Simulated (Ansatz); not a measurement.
**CuI (Marshite, F-43m): phonons and vibrational spectra**

Wanted: phonon frequencies of CuI (Marshite, F-43m) and what follows from them.

Method: DFT LDA, scalar-relativistic, plane waves, PseudoDojo norm-conserving pseudopotentials, in Ansatz 0.2.0.

**Measured values to reproduce.**

For CuI, zinc blende (gamma) (solution-grown single crystal, (111) facets), “Determination of acoustic phonon anharmonicities via second-order Raman scattering in CuI” (2023, arxiv:2305.18931) gives, by X-ray diffraction: lattice constant a (cubic lattice constant) 6.053 ± 0.003 Å [measurement temperature not stated, presumably room temperature]; Raman mode (TO at Gamma) 133.3 cm⁻¹ at 10 K [the paper's Table II gives 132.2 cm-1 for the same TO mode at 9 K].

The database entry behind the starting cell differs from later determinations by our own check (about 0.15 % long (mineral sample)), so it need not match the best structure at ambient conditions.

In doubt: a PseudoDojo file used here is known to give poor structures and forces, which bears on pressures, cells, forces and phonons.

## 1. Starting point

It takes space group F-43m (No. 216, cubic). The conventional cell has a = 6.063 Å, b = 6.063 Å, c = 6.063 Å, α = 90.00°, β = 90.00°, γ = 90.00°. Nearest to Cu lie 4 I at 2.63 Å. Nearest to I lie 4 Cu at 2.63 Å. Farther neighbours and most contacts between anions are not listed.

## 2. Bringing the structure to rest

The cell and atoms are relaxed, since residual forces and stress would shift the frequencies.

The input, input.yaml:

```yaml
crystal:
  lattice:
    - [0.0, 3.0315, 3.0315]
    - [3.0315, 0.0, 3.0315]
    - [3.0315, 3.0315, 0.0]
  atoms:
    - { symbol: Cu, position: [0.25, 0.25, 0.25] }
    - { symbol: I, position: [0.0, 0.0, 0.0] }
kpoints:
  mp_grid: { grid: [8, 8, 8] }
hamiltonian:
  xc: lda
  pseudopotentials: { kind: nc, accuracy: standard }
scf:
  occupations: { method: gaussian, width: 0.02 }
output:
  forces: true
  stress: true
  eigenvalues: true
  write_density: true
  write_potential: true
  elf: true
  volumetric_format: npy
relax:
  adjacent_minimum: "off"
  f_tol: 0.005
  max_steps: 80
  cell: { stress_tol: 0.05 }
```

Command:

```sh
> ansatz run input.yaml --threads 4 --pin off --max-ram 10240MiB --backend cpu --events-out ev --progress --plain --runs-dir out
```

Numbers of over 12 decimals in the logs are rounded to 6 here.

What it wrote:

```text
Engine: ansatz 0.2.0, aarch64-unknown-linux-gnu
Pseudopotentials: kind: nc
Pseudopotential: Cu, nc, valence charge 19, recommended cutoff 1251.723767 eV (normal), Cu.nc.azcp (PseudoDojo's, or run here from an input of PseudoDojo's; its table is named by hamiltonian.pseudopotentials.accuracy)
Pseudopotential: I, nc, valence charge 7, recommended cutoff 952.398519 eV (normal), I.nc.azcp (PseudoDojo's, or run here from an input of PseudoDojo's; its table is named by hamiltonian.pseudopotentials.accuracy)
Functional definition: SPW92
  exchange = slater_x
  correlation = pw_c
Crystal: 2 atoms, lattice volume = 55.719 Å³
Basis set: ecut = 1251.723767 eV, 5601 PW (Γ)
Bands: 17, of which v1, the nominal top of the filled ones, is band 13 counted from 1 (12 counted from 0)
Symmetry: 24 space group operations
Space group: F-43m (ITA 216), of the structure as read, at distance tolerance 3.8e-5 Å
k-points: 29 of 512 (time reversal used)
Non-local potential: Cu, projectors of the file, l = 0: 2, l = 1: 2, l = 2: 2
Non-local potential: I, projectors of the file, l = 0: 2, l = 1: 2, l = 2: 2, l = 3: 2
Initial density: superposition of atomic densities (chi_scale 0.1, normalization cell, long waves kept (reshape's long-wave potential 0.00 eV rms))
Initial wavefunctions: pseudopotential atomic-orbital guess
Functional: x = slater, c = lda
SCF iter   1: F=—  HF=-5510.077601 eV  |F-HF|=—  |Δ(HF+E_count)|=         —  Δρ=3.83e-2  dr2=8.28e-1  ethr=3.10e-3  ⟨swp⟩=5.9  Hψ=2825  notcnv=0
preconditioner: auto → none  [insulator: Δε(μ)=1.178 eV  Ē_g=9.306 eV  σ=0.020 eV  W_gap=1.00  n_scr=14 (ndim 8)  ℏωp=21.1 eV  f_vac=0.065  D(μ)=0.00/eV (n_scr^D=0)  ε∞_Penn≈6.1]
SCF iter   2: F=—  HF=-5509.983848 eV  |F-HF|=—  |Δ(HF+E_count)|=   9.38e-2  Δρ=4.21e-2  dr2=7.13e-1  ethr=3.10e-3  ⟨swp⟩=4.0  Hψ=1329  notcnv=0
SCF iter   3: F=—  HF=-5509.844010 eV  |F-HF|=—  |Δ(HF+E_count)|=   1.40e-1  Δρ=8.65e-3  dr2=2.99e-2  ethr=2.74e-3  ⟨swp⟩=2.1  Hψ=984  notcnv=0
SCF iter   4: F=—  HF=-5509.836387 eV  |F-HF|=—  |Δ(HF+E_count)|=   7.62e-3  Δρ=2.16e-3  dr2=1.13e-3  ethr=1.15e-4  ⟨swp⟩=2.6  Hψ=962  notcnv=0
SCF iter   5: F=—  HF=-5509.836131 eV  |F-HF|=—  |Δ(HF+E_count)|=   2.56e-4  Δρ=3.24e-4  dr2=2.15e-5  ethr=4.35e-6  ⟨swp⟩=2.1  Hψ=696  notcnv=0
SCF iter   6: F=—  HF=-5509.836049 eV  |F-HF|=—  |Δ(HF+E_count)|=   8.27e-5  Δρ=6.02e-5  dr2=5.78e-7  ethr=8.26e-8  ⟨swp⟩=2.3  Hψ=703  notcnv=0
SCF iter   7: F=-5509.836048 eV  HF=-5509.836048 eV  |F-HF|=4.54e-8  |Δ(HF+E_count)|=   1.58e-7  Δρ=1.82e-5  dr2=6.06e-8  ethr=3.85e-10  ⟨swp⟩=11.8  Hψ=3984  notcnv=0
SCF 1 converged in 7 iterations: F = -5509.836048 eV  dr2 = 6.06e-8
relax step   1: F+E_penalty+E_count = -5509.83604833 eV  Δ(F+E_penalty+E_count) = +0.000e0 eV  max|allowed force component| = 2.591e-16 eV/Å  Δτ_max = 0.0000 Å  P = -4.602 GPa  Ω = 55.719 Å³  (7 SCF iters, dr2 threshold 1.00e-7 eV, accepted)
Crystal: 2 atoms, lattice volume = 49.883 Å³
Basis set: ecut = 1251.723767 eV, 5029 PW (Γ)
Initial density: handed on by an earlier stage of this run
Initial wavefunctions: those handed on with the density
iter 1 solved again at ethr=5.63e-5 eV; its pass at ethr=3.10e-3 eV (dr2=1.46e-2 eV) is discarded
SCF iter   1: F=—  HF=-5509.929679 eV  |F-HF|=—  |Δ(HF+E_count)|=         —  Δρ=7.09e-3  dr2=1.47e-2  ethr=5.63e-5  ⟨swp⟩=1.7  Hψ=3698  notcnv=0
preconditioner: auto → none  [insulator: Δε(μ)=1.170 eV  Ē_g=9.461 eV  σ=0.020 eV  W_gap=1.00  n_scr=14 (ndim 8)  ℏωp=22.3 eV  f_vac=0.048  D(μ)=0.00/eV (n_scr^D=0)  ε∞_Penn≈6.6]
SCF iter   2: F=—  HF=-5509.928178 eV  |F-HF|=—  |Δ(HF+E_count)|=   1.50e-3  Δρ=5.30e-3  dr2=9.36e-3  ethr=5.63e-5  ⟨swp⟩=2.9  Hψ=968  notcnv=0
SCF iter   3: F=—  HF=-5509.926211 eV  |F-HF|=—  |Δ(HF+E_count)|=   1.97e-3  Δρ=1.89e-3  dr2=1.07e-3  ethr=3.60e-5  ⟨swp⟩=2.6  Hψ=884  notcnv=0
SCF iter   4: F=—  HF=-5509.925973 eV  |F-HF|=—  |Δ(HF+E_count)|=   2.38e-4  Δρ=4.31e-4  dr2=5.13e-5  ethr=4.13e-6  ⟨swp⟩=2.0  Hψ=855  notcnv=0
SCF iter   5: F=—  HF=-5509.925884 eV  |F-HF|=—  |Δ(HF+E_count)|=   8.85e-5  Δρ=5.84e-5  dr2=9.27e-7  ethr=1.97e-7  ⟨swp⟩=2.2  Hψ=753  notcnv=0
SCF iter   6: F=-5509.925884 eV  HF=-5509.925884 eV  |F-HF|=1.73e-9  |Δ(HF+E_count)|=   9.36e-9  Δρ=6.04e-6  dr2=9.21e-9  ethr=7.69e-10  ⟨swp⟩=11.1  Hψ=3876  notcnv=0
SCF 2 converged in 6 iterations: F = -5509.925884 eV  dr2 = 9.21e-9
relax step   2: F+E_penalty+E_count = -5509.92588448 eV  Δ(F+E_penalty+E_count) = -8.984e-2 eV  max|allowed force component| = 1.758e-16 eV/Å  Δτ_max = 0.0000 Å  P = +0.278 GPa  Ω = 49.883 Å³  energy of the carried Pulay correction = +5.562e-4 eV  (6 SCF iters, dr2 threshold 2.00e-7 eV, accepted)
Crystal: 2 atoms, lattice volume = 50.182 Å³
iter 1 solved again at ethr=4.99e-7 eV; its pass at ethr=3.10e-3 eV (dr2=1.30e-4 eV) is discarded
SCF iter   1: F=—  HF=-5509.926063 eV  |F-HF|=—  |Δ(HF+E_count)|=         —  Δρ=4.16e-4  dr2=5.35e-5  ethr=4.99e-7  ⟨swp⟩=3.2  Hψ=3348  notcnv=0
preconditioner: auto → none  [insulator: Δε(μ)=1.209 eV  Ē_g=9.467 eV  σ=0.020 eV  W_gap=1.00  n_scr=14 (ndim 8)  ℏωp=22.2 eV  f_vac=0.063  D(μ)=0.00/eV (n_scr^D=0)  ε∞_Penn≈6.5]
SCF iter   2: F=—  HF=-5509.926059 eV  |F-HF|=—  |Δ(HF+E_count)|=   4.22e-6  Δρ=3.43e-4  dr2=3.84e-5  ethr=2.06e-7  ⟨swp⟩=3.0  Hψ=868  notcnv=0
SCF iter   3: F=—  HF=-5509.926051 eV  |F-HF|=—  |Δ(HF+E_count)|=   8.13e-6  Δρ=1.06e-4  dr2=3.40e-6  ethr=1.48e-7  ⟨swp⟩=2.2  Hψ=687  notcnv=0
SCF iter   4: F=-5509.926050 eV  HF=-5509.926050 eV  |F-HF|=2.48e-8  |Δ(HF+E_count)|=   7.96e-7  Δρ=1.90e-5  dr2=9.27e-8  ethr=7.41e-10  ⟨swp⟩=9.0  Hψ=4062  notcnv=0
SCF 3 converged in 4 iterations: F = -5509.926050 eV  dr2 = 9.27e-8
relax step   3: F+E_penalty+E_count = -5509.92604981 eV  Δ(F+E_penalty+E_count) = -1.653e-4 eV  max|allowed force component| = 1.804e-16 eV/Å  Δτ_max = 0.0000 Å  P = -0.066 GPa  Ω = 50.182 Å³  energy of the carried Pulay correction = +5.262e-4 eV  (4 SCF iters, dr2 threshold 1.93e-7 eV, accepted)
[...]
relax step   4: F+E_penalty+E_count = -5509.92606761 eV  Δ(F+E_penalty+E_count) = -1.780e-5 eV  max|allowed force component| = 1.596e-16 eV/Å  Δτ_max = 0.0000 Å  P = -0.001 GPa  Ω = 50.124 Å³  energy of the carried Pulay correction = +5.320e-4 eV  (4 SCF iters, dr2 threshold 1.08e-8 eV, accepted)
Initial wavefunctions: pseudopotential atomic-orbital guess (no wavefunctions were taken with the density)
iter 1 solved again at ethr=1.26e-7 eV; its pass at ethr=3.10e-3 eV (dr2=3.27e-5 eV) is discarded
SCF iter   1: F=—  HF=-5509.926018 eV  |F-HF|=—  |Δ(HF+E_count)|=         —  Δρ=5.70e-5  dr2=5.91e-8  ethr=1.26e-7  ⟨swp⟩=3.8  Hψ=4403  notcnv=0
preconditioner: auto → none  [insulator: Δε(μ)=1.209 eV  Ē_g=9.471 eV  σ=0.020 eV  W_gap=1.00  n_scr=14 (ndim 8)  ℏωp=22.3 eV  f_vac=0.062  D(μ)=0.00/eV (n_scr^D=0)  ε∞_Penn≈6.5]
SCF iter   2: F=—  HF=-5509.925879 eV  |F-HF|=—  |Δ(HF+E_count)|=   1.39e-4  Δρ=2.84e-5  dr2=1.43e-8  ethr=2.27e-10  ⟨swp⟩=2.0  Hψ=845  notcnv=0
SCF iter   3: F=—  HF=-5509.925879 eV  |F-HF|=—  |Δ(HF+E_count)|=   5.39e-9  Δρ=3.34e-6  dr2=3.31e-9  ethr=5.51e-11  ⟨swp⟩=2.4  Hψ=874  notcnv=0
SCF iter   4: F=—  HF=-5509.925879 eV  |F-HF|=—  |Δ(HF+E_count)|=  7.77e-10  Δρ=6.56e-7  dr2=1.06e-10  ethr=1.27e-11  ⟨swp⟩=2.6  Hψ=776  notcnv=0
SCF iter   5: F=-5509.925879 eV  HF=-5509.925879 eV  |F-HF|=7.28e-12  |Δ(HF+E_count)|=  2.36e-11  Δρ=3.59e-7  dr2=7.12e-12  ethr=1.00e-12  ⟨swp⟩=6.4  Hψ=2324  notcnv=0
SCF 5 converged in 5 iterations: F = -5509.925879 eV  dr2 = 7.12e-12
relax step   5: F+E_penalty+E_count = -5509.92587882 eV  Δ(F+E_penalty+E_count) = +1.888e-4 eV  max|allowed force component| = 1.827e-16 eV/Å  Δτ_max = 0.0000 Å  P = -0.012 GPa  Ω = 50.124 Å³  stress off target by 1.18e-2 GPa  SCF on the basis re-selected at this cell (its energy is not comparable with the rows above)  (5 SCF iters)
basis re-selected at this cell: Δ(F+E_penalty+E_count) = +1.888e-4 eV, ΔP = -0.011 GPa vs the last step (what re-selecting the basis moved, of the pressure what is left beyond the Pulay correction that the steps carried, after the strain that the cell walked since its last selection, with what the two solves' SCF thresholds leave and, on support functions, any second-order correction that the steps lacked; it is no measure of the basis error at this ecutwfc). The dense FFT grid was sized anew with the basis: this SCF ran on 48×48×48 points, the steps before it on 50×50×50, so part of this shift can come from that change (see relax.cell in the input reference). [rest of the remark cut]
SCF converged after 5 iterations
Free energy (F): -5509.925879 eV
Harris-Foulkes:  -5509.925879 eV  (|F-HF|=7.28e-12)
Internal energy: -5509.925879 eV  (E = F + TS)
E sigma→0 (E₀):  -5509.925879 eV
Fermi energy:    8.543626 eV
--- Per-component energies (eV) ---
  E_band       = -506.053343
  E_kinetic    = 2460.608949
  E_local      = -6229.703897  (includes V_loc(G=0)·N_el)
  E_nonlocal   = -862.776591
  E_hartree    = 2433.559146
  E_xc         = -736.809749
  E_vxc        = -741.300167  (∫ρ·V_xc dr)
  E_ewald      = -2574.803738
  E_smearing   = -0.000000  (= −TS)
  E_closure    = 0.000000  (closes the sum)
  Σ components = -5509.925879   (vs F -5509.925879, Δ=0.00e0)
--- Forces (eV/Å), atoms counted from 1 ---
  atom   1  Cu    -0.00000000     0.00000000     0.00000000
  atom   2  I      0.00000000    -0.00000000    -0.00000000
  max |Σ_I F_I| component: 1.30e-16 eV/Å
--- Stress (GPa, compression-positive) ---
       -0.011759      -0.000000      -0.000000
       -0.000000      -0.011759       0.000000
       -0.000000       0.000000      -0.011759
  P = ⅓ Tr σ = -0.0118 GPa (-0.118 kbar)
--- Band table (eV; the first three rows and the last of 29) ---
  k-point 0: bands = [... 9 lower, 5.5568, 7.9391, 7.9391, 7.9391, 9.1478, 12.6761, 12.6761, 12.6761]
  k-point 1: bands = [... 9 lower, 5.5487, 7.1466, 7.7870, 7.7870, 9.8985, 12.6292, 12.9301, 12.9301]
  k-point 2: bands = [... 9 lower, 5.5439, 6.2947, 7.4596, 7.4596, 10.2309, 13.3071, 13.3071, 13.5473]
  k-point 28: bands = [... 9 lower, 5.4841, 5.6561, 5.8719, 6.2843, 12.5105, 12.7632, 13.9800, 14.1835]
--- Relaxed structure (4 steps of the walk, 4 accepted, 1 SCFs on fresh bases) ---
  F+E_penalty+E_count = -5509.92587882 eV   max|allowed force component| = 1.827e-16 eV/Å   (the final SCF, on the basis selected at the relaxed cell)
  cell:  # Å, volume = 50.1243 Å³
    - [0, 2.926439, 2.926439]
    - [2.926439, 0, 2.926439]
    - [2.926439, 2.926439, 0]
  atoms:
    - { symbol: Cu, position: [0.25, 0.25, 0.25] }
    - { symbol: I, position: [0, 0, 0] }
```

Run time: 13 s. Hardware: 4 threads of Arm Neoverse V2, shared host; peak memory 0.48 GiB; 49 s of CPU time.

Step by step:

```csv
step,energy less that of the first step (eV),largest force component (eV/Å),pressure (GPa),volume (Å³)
1,0.0000,0.0000,-4.60,55.72
2,-0.0898,0.0000,0.28,49.88
3,-0.0900,0.0000,-0.07,50.18
4,-0.0900,0.0000,0.00,50.12
5*,-0.0898,0.0000,-0.01,50.12
```

Relaxation steps marked * repeat the geometry before them on a plane-wave basis chosen anew for their cell, so energy and pressure can jump there.

Forces are held to the 24 operations that the run works with; a distortion that breaks them can't arise in this run.

```
conventional cell, symmetrised  before  after   change
                         a (Å)   6.063  5.853   -3.5 %
                         b (Å)   6.063  5.853   -3.5 %
                         c (Å)   6.063  5.853   -3.5 %
              volume (Å³/atom)   27.86  25.06  -10.0 %
```

Final coordinates:

```cif
data_structure
_symmetry_space_group_name_H-M 'P 1'
_symmetry_Int_Tables_number 1
_cell_length_a 4.1386
_cell_length_b 4.1386
_cell_length_c 4.1386
_cell_angle_alpha 60.000
_cell_angle_beta 60.000
_cell_angle_gamma 60.000
_cell_volume 50.12
loop_
_atom_site_label
_atom_site_type_symbol
_atom_site_fract_x
_atom_site_fract_y
_atom_site_fract_z
_atom_site_occupancy
Cu1 Cu 0.25000 0.25000 0.25000 1
I2 I 0.00000 0.00000 0.00000 1
```

Numbers from this step:

```yaml
pressure: -0.01176 GPa
gap_on_the_k_mesh: 1.209 eV
volume_per_atom: 25.06 Å³
direct_gap_on_mesh: 1.209 eV
```

ELF in the ac plane of a cell with a along [110], b along [-110] and c along [001] of the cube at fractional y = 0.000, with atoms of Cu and I within 0.2 Å of it. It is the smooth field of the valence electrons, not physical close to the nuclei.

Ten even steps from '_' (0.01) to '@' (0.84), each cell a mean:
```
..++@@%%--....==%%@@++..::%%@@**::..::**@@%%::
##@@@@++::::::::++@@@@##%%@@##--::::::--%%@@%%
@@@@**::--##**--::**@@@@@@%%==::++##++::==%%@@
##**--::********::--**####++::--##++##--::++##
--::::::**####++::::::----::::--##**##--::::--
__....::--++++--::....____....::==++==::....__
____................________..............____
______............____________..........______
__________....__________________....__________
______________________________________________
....________________......__________________..
++==::____________::==++==--..__________..--==
@@%%**--______..--**%%@@%%##++::______::++##%%
@@@@@@**::____::**@@@@@@@@@@%%==..__..==%%@@@@
==##@@%%==....==%%@@##--++@@@@**::__::**@@%%++
__--@@@@++....++@@@@--__..##@@##--..--##@@##..
```
Columns run along a (8.3 Å), rows up along c (5.9 Å), edges of the conventional cell, whose origin can differ from the input's. Atoms in or near the plane, at fractional coordinates: Cu at (0.75, 0.75), Cu at (0.25, 0.75), I at (0.50, 0.00), I at (0.00, 0.00).

Electrostatic potential energy in the ac plane of a cell with a along [110], b along [-110] and c along [001] of the cube at fractional y = 0.000, with atoms of Cu and I within 0.2 Å of it. With pseudopotentials it is smooth inside the atoms' cores, unlike the true potential.

Ten even steps from '0' (-90 eV) to '9' (12 eV), each cell a mean:
```
02699999862014899999841
46899889985447898889874
88997337998888985358988
99984004899999971017999
99985005899999972028999
99998668999999997679999
99999999999999999999999
99999999999999999999999
99999999999999999999999
99999999999999999999999
99999999999999999999999
99999999999999999999999
99999999999999999999999
67899999987678999999987
24799999974236899999862
02689999861004899999740
```
Columns run along a (8.3 Å; values clipped at the 3rd and 97th percentile), rows up along c (5.9 Å), edges of the conventional cell, whose origin can differ from the input's. Atoms in or near the plane, at fractional coordinates: Cu at (0.75, 0.75), Cu at (0.25, 0.75), I at (0.50, 0.00), I at (0.00, 0.00).

Valence density in the ac plane of a cell with a along [110], b along [-110] and c along [001] of the cube at fractional y = 0.000, with atoms of Cu and I within 0.2 Å of it. It is the smooth field of the valence electrons, not physical close to the nuclei.

Ten steps, logarithmic in the rise over the least value, from '_' (0 e/Å³) to '@' (25 e/Å³), each cell a mean:
```
..::::::........::::::__..::::..........::::..
::::::::::----::::::::::::::::::::--::::::::::
::::::::++%%%%++::::::::::::::--##%%##--::::::
......::##@@@@##::............++@@@@@@==......
____..::##@@@@**::__________..==%%@@%%==..____
______..--****--..____________::++**==::______
________........______________....::....______
______________________________________________
______________________________________________
______________________________________________
______________________________________________
______________________________________________
......____________..........______________....
::::....________....::::::::..__________..::::
..::::..________..::::..::::::..______..::::::
__..::::..____..::::..__..::::..______..::::..
```
Columns run along a (8.3 Å), rows up along c (5.9 Å), edges of the conventional cell, whose origin can differ from the input's. Atoms in or near the plane, at fractional coordinates: Cu at (0.75, 0.75), Cu at (0.25, 0.75), I at (0.50, 0.00), I at (0.00, 0.00).

In this step the volume went from 27.86 to 25.06 Å³/atom.

## 3. Bringing the structure to rest

The relaxation is repeated from its end on the same settings, as a check that it has come to rest.

input.yaml: that of step 2 with these lines changed.

```diff
@@ -2,5 +2,5 @@
   lattice:
-    - [0.0, 3.0315, 3.0315]
-    - [3.0315, 0.0, 3.0315]
-    - [3.0315, 3.0315, 0.0]
+    - [0.0, 2.9264385021, 2.9264385021]
+    - [2.9264385021, 0.0, 2.9264385021]
+    - [2.9264385021, 2.9264385021, 0.0]
   atoms:
```

What it wrote:

```text
[...]
Crystal: 2 atoms, lattice volume = 50.124 Å³
Basis set: ecut = 1251.723767 eV, 5029 PW (Γ)
Bands: 17, of which v1, the nominal top of the filled ones, is band 13 counted from 1 (12 counted from 0)
Symmetry: 24 space group operations
[...]
k-points: 29 of 512 (time reversal used)
[...]
k-point 28: bands = [... 9 lower, 5.4841, 5.6561, 5.8719, 6.2843, 12.5105, 12.7632, 13.9800, 14.1835]
--- Relaxed structure (1 steps of the walk, 1 accepted, 1 SCFs on fresh bases) ---
[...]
cell:  # Å, volume = 50.1243 Å³
    - [0.0, 2.9264385021, 2.9264385021]
    - [2.9264385021, 0.0, 2.9264385021]
    - [2.9264385021, 2.9264385021, 0.0]
  atoms:
    - { symbol: Cu, position: [0.25, 0.25, 0.25] }
    - { symbol: I, position: [0.0, 0.0, 0.0] }
[key lines of the parts left out:]
SCF converged after 4 iterations
Free energy (F): -5509.925879 eV
Fermi energy:    8.543625 eV
P = ⅓ Tr σ = -0.0118 GPa (-0.118 kbar)
```

Run time: 4.2 s. Hardware: 4 threads; peak memory 0.45 GiB; 16 s of CPU time.

Little changed from the start: no atom moved by 0.005 Å and no cell edge by 0.1 %.

This step gave:

```yaml
pressure: -0.01175 GPa
```

In this step the volume went from 25.06 to 25.06 Å³/atom.

(Continued in part 2 of 3.)

[Logs are printed without paths, hosts, clocks, repeated set-up lines and the standing remarks that a program may print on its own settings, such as how far it seeks lower states.]

[Hosts, paths, dates, database ids (printed as entryN), source tags and the programs' standing remarks are cut or masked in the printed files.]
